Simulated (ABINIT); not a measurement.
Entries from a set of simulations; values are calculated unless marked as measured.

**GaN (F-43m): G0W0 with ABINIT, start to end**

The structure is cubic, space group F-43m (No. 216). The conventional cell has a = 4.507 Å, b = 4.507 Å, c = 4.507 Å, α = 90.00°, β = 90.00°, γ = 90.00°. Ga has 4 N at 1.95 Å nearest. Nearest to N lie 4 Ga at 1.95 Å. Farther neighbours, and contacts between anions beyond the nearest, are not listed.

```xyz
2
Lattice="0.0000 2.2535 2.2535 2.2535 0.0000 2.2535 2.2535 2.2535 0.0000" Properties=species:S:1:pos:R:3 pbc="T T T"
Ga    0.0000    0.0000    0.0000
N     3.3803    3.3803    3.3803
```

| Item | Value |
| --- | --- |
| method | RPA screening on LDA, plane waves, norm-conserving pseudopotentials (and 2 further levels or steps) |
| program | ABINIT 10.8.3 |
| settings | cutoff 45 Ha, PseudoDojo scalar-relativistic 0.4.1 stringent, norm-conserving, potential set dojo-sr-lda-0.4.1-stringent, ngkpt (6, 6, 6), nband 91, ecuteps 6.6 Ha, inclvkb 2, shiftk (0, 0, 0), symchi 1, awtr 1, frequency ppm, 6×6×6 k-mesh |
| cost | 5 runs, 7 min in all on 4 MPI ranks of Arm Neoverse V1, shared host |
| notes | The cell and positions are those that the Materials Project relaxed with its own functionals (PBE, PBE+U or r2SCAN), kept fixed. This is not the form that GaN usually takes at ambient conditions. Limits: no spin-orbit coupling. |
| LDA gap | 1.75 eV, direct |
| G0W0 gap on the mesh | 2.91 eV |
| GW settings | 6×6×6 mesh, 91 bands, screening to 179.6 eV, Godby-Needs plasmon pole |
| known limits | short of the basis limit; no spin-orbit coupling |

G0W0 moves the gap on the mesh from 1.75 eV to 2.91 eV (+1.15 eV), with Z of 0.79 and 0.82 at the edges. Local fields lower the RPA ε∞ on this mesh from 6.97 to 6.51.

[Long decimals in the printed logs are rounded to 6 places.]

[Logs are printed without paths, hosts, clocks, repeated set-up lines and the standing remarks that a program may print on its own settings, such as how far it seeks lower states.]

[Paths, hosts, dates, memory and timing lines, banners, echoed tables and standing remarks are left out of the program output; an Ansatz launch command may be rebuilt from the run's recorded settings. Measured values are a selection of at most five: reports struck by readers or far from the other reports are left out. None is set beside runs whose start may be inverted or whose files or cutoffs have a known fault.]

[Runs of the session that timed out or met a known fault of the program may be left out.]

[Hosts, paths, dates, database ids (printed as entryN), source tags and the programs' standing remarks are cut or masked in the printed files.]

[G0W0 gaps are taken among the corrected bands and points alone; a level outside them can change the order at an edge.]

[Where Ansatz stands beside ABINIT at settings called matched, ABINIT's density can come from a denser mesh and the files from another edition; pairs whose starting gaps differed by over 0.03 eV were left out, so agreement reads better than it is.]
